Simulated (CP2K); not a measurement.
Consider butanone at its PBE geometry (Å).

```xyz
13

C     1.5739    0.2769   -0.3879
C     0.6266   -0.6671    0.3734
C    -0.7894   -0.6351   -0.1851
C    -1.6558    0.5508    0.1943
O    -1.2102   -1.5311   -0.9107
H     2.5884    0.2187    0.0279
H     1.2481    1.3238   -0.3225
H     1.6277    0.0026   -1.4499
H     0.9863   -1.7013    0.3001
H     0.6030   -0.3831    1.4373
H    -1.1361    1.5015    0.0019
H    -1.8600    0.5194    1.2767
H    -2.6026    0.5238   -0.3554
```

Method: CP2K XAS_TDP, all-electron GAPW, PBEh(45%), aug-cc-pVDZ, TDA, GW2X-corrected core level, no relativity.

Predict the bright core excitations at the C K edge.

Leading lines: C1 290.23 eV, C2 290.27 eV, C3 288.46 eV and C4 291.06 eV. The leading line of an atom is its first one with 35 % of the strongest within 2.5 eV of its lowest line over the strength cut. Core ionisation energies at this level: C2 292.31, C3 295.09, C1 292.36 and C4 292.47 eV.

The first six lines of each atom with a strength over 0.0015:

| atom | energy (eV) | states | strength, one atom | above the computed threshold |
| --- | --- | --- | --- | --- |
| C1 (bonded to C and 3 H) | 289.93 | 1 | 0.0028 |  |
|  | 290.23 | 1 | 0.0131 |  |
|  | 290.96 | 1 | 0.0194 |  |
|  | 291.05 | 1 | 0.0133 |  |
|  | 291.35 | 1 | 0.0075 |  |
|  | 291.99 | 1 | 0.0037 |  |
| C2 (bonded to 2 C and 2 H) | 290.27 | 1 | 0.0096 |  |
|  | 290.91 | 1 | 0.0189 |  |
|  | 291.15 | 1 | 0.0026 |  |
|  | 291.50 | 1 | 0.0037 |  |
|  | 292.01 | 1 | 0.0067 |  |
|  | 292.09 | 1 | 0.0030 |  |
| C3 (bonded to 2 C and O) | 288.46 | 1 | 0.0701 |  |
|  | 294.76 | 1 | 0.0055 |  |
|  | 295.04 | 1 | 0.0025 |  |
|  | 295.33 | 1 | 0.0018 | yes |
|  | 295.79 | 1 | 0.0030 | yes |
|  | 295.97 | 1 | 0.0032 | yes |
| C4 (bonded to C and 3 H) | 290.26 | 1 | 0.0063 |  |
|  | 291.06 | 1 | 0.0202 |  |
|  | 291.26 | 1 | 0.0186 |  |
|  | 291.73 | 1 | 0.0030 |  |
|  | 292.16 | 1 | 0.0068 |  |
|  | 292.34 | 1 | 0.0052 |  |

Lines are vertical, at one geometry, with no vibrational structure. GW2X ionisation energies and lines can be off by 1 to 2 eV either way, and a good line position may hide errors that cancel. These values hold no scalar relativity, about 0.1 eV for C 1s. Rydberg lines, and the discretised continuum above threshold, depend on the basis and the box.

[Banner, clock and machine lines of the logs are left out without a mark of their own.]

[Logs are printed without paths, hosts, clocks, repeated set-up lines and the standing remarks that a program may print on its own settings, such as how far it seeks lower states.]

[Hosts, paths, dates, database ids (printed as entryN), source tags and the programs' standing remarks are cut or masked in the printed files.]
